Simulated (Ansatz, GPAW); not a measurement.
# Geometry or basis: what sets the conductance of fluorene-2,7-dithiol between two Al chains, part 2 of 4

How well does fluorene-2,7-dithiol between two Al chains conduct once its atoms have relaxed, and how much do cheaper levels lose?

GPAW 26.7.0 and Ansatz 0.2.0; Ansatz plane waves; relaxation of the junction with the lead ends held (the session's first sound run).

So far. Step 2 (Relaxing the atoms): The relaxation lowered the energy of the cell by 2.21 eV.

### 3. Plane waves, PBE

Plane waves give the reference curve, free of the bias of atom-centred orbitals.

This step: Ansatz plane waves; Landauer transmission by layers, zero bias (Ansatz 0.2.0).

Input file input.yaml:

```yaml
crystal:
  lattice:
    - [13.5825788104, 0.0, 0.0]
    - [0.0, 10.8430846886, 0.0]
    - [0.0, 0.0, 43.5422776063]
  atoms:
    - { symbol: Al, position: [0.5, 0.5, 0.0275594219] }
    - { symbol: Al, position: [0.5, 0.5, 0.0826782658] }
    - { symbol: Al, position: [0.5, 0.5, 0.1377971096] }
    - { symbol: Al, position: [0.5, 0.5, 0.1929159535] }
    - { symbol: Al, position: [0.5, 0.5, 0.2480347973] }
    - { symbol: Al, position: [0.4207041425, 0.5980882558, 0.2956950035] }
    - { symbol: Al, position: [0.4518359387, 0.5489768121, 0.3543278679] }
    - { symbol: S, position: [0.3578502211, 0.6700662107, 0.3839409325] }
    - { symbol: C, position: [0.3803768678, 0.6383154728, 0.4235453652] }
    - { symbol: H, position: [0.5397755738, 0.645666635, 0.4215317203] }
    - { symbol: H, position: [0.2243446631, 0.6294243597, 0.432570546] }
    - { symbol: C, position: [0.4754966246, 0.6347257558, 0.4363218238] }
    - { symbol: C, position: [0.2975679132, 0.6267274473, 0.4427761768] }
    - { symbol: C, position: [0.4859209028, 0.6212113185, 0.467925933] }
    - { symbol: C, position: [0.3080985607, 0.6139254027, 0.474442312] }
    - { symbol: H, position: [0.6252725108, 0.53792173, 0.4813099679] }
    - { symbol: H, position: [0.6247842787, 0.7003802431, 0.4835669928] }
    - { symbol: H, position: [0.2427710239, 0.6065446089, 0.4889027339] }
    - { symbol: C, position: [0.4025623249, 0.6121901765, 0.487228854] }
    - { symbol: C, position: [0.5787667433, 0.6179407102, 0.4870994098] }
    - { symbol: C, position: [0.4357712954, 0.6057718394, 0.519127722] }
    - { symbol: C, position: [0.5396998443, 0.610077229, 0.5195814465] }
    - { symbol: H, position: [0.303266877, 0.5976135439, 0.5470282851] }
    - { symbol: C, position: [0.3835492864, 0.6002987459, 0.5468101825] }
    - { symbol: C, position: [0.5910426588, 0.6089655208, 0.5471818399] }
    - { symbol: H, position: [0.6712945048, 0.6125586172, 0.5476135063] }
    - { symbol: C, position: [0.4349650416, 0.6007836661, 0.5745123851] }
    - { symbol: C, position: [0.5384732491, 0.6048235405, 0.5750487361] }
    - { symbol: H, position: [0.3941543586, 0.5997332911, 0.5961246021] }
    - { symbol: S, position: [0.609107847, 0.612940101, 0.6095377767] }
    - { symbol: Al, position: [0.5218482584, 0.5395851471, 0.6492220071] }
    - { symbol: Al, position: [0.5998017076, 0.5556818309, 0.7039705818] }
    - { symbol: Al, position: [0.5, 0.5, 0.7519652027] }
    - { symbol: Al, position: [0.5, 0.5, 0.8070840465] }
    - { symbol: Al, position: [0.5, 0.5, 0.8622028904] }
    - { symbol: Al, position: [0.5, 0.5, 0.9173217342] }
    - { symbol: Al, position: [0.5, 0.5, 0.9724405781] }
kpoints:
  mp_grid: { grid: [1, 1, 2] }
hamiltonian:
  xc: pbe
scf:
  occupations: { method: fermi_dirac, width: 0.1 }
output:
  transmission:
    leads: [[0, 1]]
    e_range: [-2, 2]
    de: 0.025
    kmesh: [1, 1]
    reduced_basis: true
  write_potential: true
  write_density: true
  volumetric_format: npy
```

Started as:

```console
ansatz run input.yaml --threads 4 --pin off --max-ram 8192MiB --backend cpu --events-out ev --progress --plain --runs-dir out
```

Numbers of over 12 decimals in the logs are rounded to 6 here.

The log of the run:

```text
[...]
Crystal: 37 atoms, lattice volume = 6412.778 Å³
Basis set: ecut = 420 eV, 125273 PW (Γ)
Bands: 94, of which v1, the nominal top of the filled ones, is band 57 counted from 1 (56 counted from 0)
Symmetry: 1 space group operations
[...]
k-points: 2
[...]
SCF iter   1: F=—  HF=-12693.414494 eV  |F-HF|=—  |Δ(HF+E_count)|=         —  Δρ=1.54e-3  dr2=2.98e-1  ethr=1.77e-3  ⟨swp⟩=15.5  Hψ=1444  notcnv=0  defer=7
[...]
SCF iter  13: F=-12693.385191 eV  HF=-12693.385191 eV  |F-HF|=1.80e-8  |Δ(HF+E_count)|=   6.50e-8  Δρ=2.77e-7  dr2=1.04e-8  ethr=8.77e-11  ⟨swp⟩=6.0  Hψ=484  notcnv=0
SCF 1 converged in 13 iterations: F = -12693.385191 eV  dr2 = 1.04e-8
[...]
transmission: 6 of 57 steps passed
transmission: 12 of 57 steps passed
[...]
transmission: 57 of 57 steps passed
WARN: The input density's exchange-correlation potential varies sharply where the density is thin. Do not read a vacuum level from v_tot or v_xc, or from such a field of the output density. On a cell that repeats whose density bears no net charge and no dipole along the vacuum's axis use v_es (v_loc + v_h of the components); under efield.dipole_correction with no amplitude use v_es + v_field, which holds any external [...]
SCF converged after 13 iterations
the last check of whether an eigenvalue changes by more than its tolerance under the output density was not made (no_room)
Free energy (F): -12693.385191 eV
[...]
Internal energy: -12692.761164 eV  (E = F + TS)
E sigma→0 (E₀):  -12693.073178 eV
Entropy (-TS):   -0.624027 eV (-16.866 meV/atom)
Fermi energy:    -3.419560 eV
[...]
--- Band table (eV) ---
  k-point 0: bands = [... 53 lower, -3.7588, -3.6345, -3.6155, -3.4539, -3.4159, -3.2215, -3.1779, -2.9346, ... 33 higher]
  k-point 1: bands = [... 53 lower, -3.7597, -3.6346, -3.6125, -3.4538, -3.4210, -3.2222, -3.1720, -2.9321, ... 33 higher]
--- Transmission ---
  basis      : 1289 plane waves across, 57 finite elements along
  points     : 1, standing for a mesh of 1 x 1
  filling    : by the input's occupations and mesh, since the crystals that have channels conduct as metals do. If one of these is a semiconductor, that mesh has misplaced its level
  energies   : 161 from -2.000000 to 2.000000 eV about the Fermi level, 0.025000 eV apart; the leads are filled to 0.000000 eV, and channels, transmission and decay are at 0.000000 eV
  crystal 0  : Al1, at the sites [0, 1], period 2.4000 Å, over 24.00 Å; its Hamiltonian steps by up to 4.0 meV
    offset         : up to 0.0000 Å between an atom of the period and one for which it stands
    filled         : 11.8 meV over the level at which it is neutral
    channels       : 2.000000e0 a spin
    conductance    : 1.0522e14 S/m² at 300 K; may be off by some 0.0 % by where its bands' edges are placed, 0.0 % from the distance to neutral
  junction   : crystal 0 to crystal 0, 0.70 to 41.84 Å
    transmission   : 3.082245e-3 a spin
    conductance    : 1.5982e11 S/m² at 300 K (1.5983e11 on every other energy)
    error estimate : 0.0 % from the energy spacing and 0.0 % from band edges of the leads and from resonances (wavevectors taken as independent; lower de), 1.0 % from the steps of its leads' Hamiltonians or their offsets (lay more layers), 1.6 % from the distance to neutral
    resistance     : 6.2477e0 Ω µm² beyond half of each lead's own
```

The job ended after 11 h (4 threads of Arm Neoverse N1, shared host; peak memory 6.9 GiB).

Numbers from this step:

```yaml
free_energy: -12693.3852 eV
lead_level: 0 eV from the Fermi level
transmission_at_the_fermi_level_one_spin: 0.003082
open_channels_of_the_lead_at_the_fermi_level_one_spin: 2
step_of_the_potential_along_the_lead: 4 meV
offset_of_the_lead: 0 Å
filling_of_the_lead_less_its_bulk_value_in_size: 11.8 meV
conductance: 0.003038 G₀
```

One spin. Table of transmission, zone mean by energy, zero at the Fermi level:

| energy (eV) | transmission, zone mean |
| --- | --- |
| -2.000 | 4.6e-4 |
| -1.925 | 0.234 |
| -1.800 | 0.0581 |
| -1.600 | 0.134 |
| -1.575 | 0.134 |
| -1.400 | 0.0382 |
| -1.200 | 0 |
| -1.000 | 0 |
| -0.800 | 0 |
| -0.600 | 0 |
| -0.400 | 0 |
| -0.200 | 0.00146 |
| 0.000 | 0.00308 |
| 0.200 | 0.00337 |
| 0.400 | 0.00381 |
| 0.600 | 0.00464 |
| 0.800 | 0.00534 |
| 1.000 | 0.00650 |
| 1.200 | 0.00891 |
| 1.400 | 0.0145 |
| 1.600 | 0.0303 |
| 1.800 | 0.102 |
| 2.000 | 0.814 |

One spin. The open channels, zone mean by energy, zero at the Fermi level:

```
energy (eV)  open channels, zone mean
     -2.000                         1
     -1.900                         1
     -1.800                         1
     -1.700                         1
     -1.600                         1
     -1.500                         1
     -1.400                         1
     -1.300                         1
     -1.200                         0
     -1.100                         0
     -1.000                         0
     -0.900                         0
     -0.800                         0
     -0.700                         0
     -0.600                         0
     -0.500                         0
     -0.400                         0
     -0.300                         2
     -0.200                         2
     -0.100                         2
      0.000                         2
      0.100                         2
      0.200                         2
      0.300                         2
      0.400                         2
      0.500                         2
      0.600                         2
      0.700                         2
      0.800                         2
      0.900                         2
      1.000                         3
      1.100                         3
      1.200                         3
      1.300                         3
      1.400                         3
      1.500                         3
      1.600                         3
      1.700                         3
      1.800                         3
      1.900                         3
      2.000                         3
```

Crystal 0, spin -, k parallel (0, 0); distinct values, listed up to 1.5 1/Å. The Im kz of the slowest decaying states by energy, zero at the Fermi level:

| energy (eV) | decay 1 (Å⁻¹) | decay 2 (Å⁻¹) | decay 3 (Å⁻¹) | decay 4 (Å⁻¹) |
| --- | --- | --- | --- | --- |
| -2.0000 | 0.672 | 0.672 | 1.18 | 1.27 |
| -1.7500 | 0.617 | 0.618 | 1.15 | 1.24 |
| -1.5000 | 0.557 | 0.558 | 1.12 | 1.22 |
| -1.2500 | 0.490 | 0.491 | 1.09 | 1.19 |
| -1.0000 | 0.0780 | 0.412 | 0.413 | 1.06 |
| -0.7500 | 0.103 | 0.316 | 0.317 | 1.03 |
| -0.5000 | 0.116 | 0.172 | 0.174 | 0.998 |
| -0.2500 | 0.121 | 0.965 | 1.07 | 1.11 |
| 0.0000 | 0.119 | 0.930 | 1.04 | 1.08 |
| 0.2500 | 0.110 | 0.894 | 1.01 | 1.05 |
| 0.5000 | 0.094 | 0.857 | 0.976 | 1.02 |
| 0.7500 | 0.0640 | 0.818 | 0.942 | 0.984 |
| 1.0000 | 0.776 | 0.906 | 0.950 | 0.957 |
| 1.2500 | 0.733 | 0.869 | 0.914 | 0.922 |
| 1.5000 | 0.686 | 0.831 | 0.878 | 0.885 |
| 1.7500 | 0.636 | 0.790 | 0.839 | 0.847 |
| 2.0000 | 0.582 | 0.747 | 0.799 | 0.807 |

Crystal 0, spin -, k parallel (0, 0). Re kz of states that move upwards against energy, zero at the Fermi level:

```
energy (eV)  channel 1 (Å⁻¹)  channel 2 (Å⁻¹)  channel 3 (Å⁻¹)
     -2.000             1.13                -                -
     -1.800             1.16                -                -
     -1.600             1.20                -                -
     -1.400             1.24                -                -
     -1.200                -                -                -
     -1.000                -                -                -
     -0.800                -                -                -
     -0.600                -                -                -
     -0.400                -                -                -
     -0.200            0.233            0.234                -
      0.000            0.332            0.333                -
      0.200            0.408            0.409                -
      0.400            0.472            0.473                -
      0.600            0.528            0.529                -
      0.800            0.579            0.580                -
      1.000            -1.26            0.626            0.627
      1.200            -1.22            0.669            0.670
      1.400            -1.19            0.710            0.711
      1.600            -1.16            0.749            0.749
      1.800            -1.14            0.786            0.786
      2.000            -1.11            0.821            0.821
```

The electrostatic potential energy of an electron (with the applied field's), less the Fermi level, planar mean oscillates, so the rows of the table below give means over windows of 2.32 Å about each position, cut where the curve ends. Its first 14 maxima inside the range that stand out by 2 % of the span (Å: eV): 2.5: 4.03, 4.8: 4.03, 7.3: 4.02, 9.6: 3.98, 11.9: 3.76, 14.2: 3.96, 17.7: 3.86, 19.9: 3.54, 21.9: 3.56, 23.2: 3.44, 24.4: 3.46, 25.7: 3.65, 27.4: 3.67, 29.5: 3.89. Its first 14 minima: 1.2: 3.60, 3.6: 3.59, 6.0: 3.59, 8.4: 3.57, 10.9: 3.51, 12.8: 3.49, 16.4: 3.34, 19.0: 2.74, 21.0: 2.10, 22.6: 2.85, 23.8: 2.54, 25.0: 2.95, 26.3: 3.39, 28.2: 3.48.

Electrostatic potential energy of an electron (with the applied field's), less the Fermi level, planar mean against z; means over each step:

z (Å), electrostatic potential energy of an electron (with the applied field's), less the Fermi level, planar mean (eV) and a bar from the least value:
```
     1.16       3.78 ##############################
     3.48       3.77 ##############################
     5.80       3.77 #############################
     8.12       3.75 #############################
    10.44       3.69 ###########################
    12.76       3.63 ########################
    15.08       3.65 #########################
    17.40       3.49 ###################
    19.72       2.97 
    22.04       2.96 
    24.36       3.09 #####
    26.68       3.52 ####################
    29.00       3.66 #########################
    31.32       3.59 #######################
    33.64       3.72 ############################
    35.96       3.77 #############################
    38.28       3.78 ##############################
    40.60       3.78 ##############################
    42.92       3.71 ###########################
```

The valence density, planar mean oscillates, so the rows of the table below give means over windows of 2 Å about each position, cut where the curve ends. Its maxima inside the range that stand out by 2 % of the span (Å: e/Å³): 2.3: 0.00970, 4.6: 0.00969, 7.0: 0.00971, 9.4: 0.00973, 11.8: 0.0112, 16.4: 0.0309, 18.9: 0.0644, 21.0: 0.0892, 23.8: 0.0606, 31.8: 0.0111, 34.1: 0.00971, 36.6: 0.00972, 38.9: 0.00969, 41.2: 0.00970. Its first 14 minima: 1.2: 0.00694, 3.6: 0.00694, 6.0: 0.00696, 8.4: 0.00707, 10.6: 0.00744, 13.1: 0.00761, 17.6: 0.0175, 19.7: 0.0388, 21.9: 0.0366, 28.3: 0.00769, 32.9: 0.00738, 35.1: 0.00706, 37.6: 0.00696, 39.9: 0.00693.

Table of valence density, planar mean by z; means over each step:

z (Å), valence density, planar mean (e/Å³) and a bar from the least value:
```
        0     0.0088 
        2     0.0086 
        4     0.0083 
        6     0.0083 
        8     0.0084 
       10     0.0087 
       12     0.0097 #
       14     0.0081 
       16     0.0204 ########
       18     0.0350 #################
       20     0.0552 ##############################
       22     0.0512 ###########################
       24     0.0514 ############################
       26     0.0341 #################
       28     0.0120 ###
       30     0.0087 
       32     0.0096 #
       34     0.0088 
       36     0.0087 
       38     0.0084 
       40     0.0083 
       42     0.0083
```

T at the Fermi level is 0.00308 of 2 open channels a spin.

(Part 2 of 4 ends here.)

[Logs are printed without paths, hosts, clocks, repeated set-up lines and the standing remarks that a program may print on its own settings, such as how far it seeks lower states.]

[Hosts, paths, dates, database ids (printed as entryN), source tags and the programs' standing remarks are cut or masked in the printed files.]
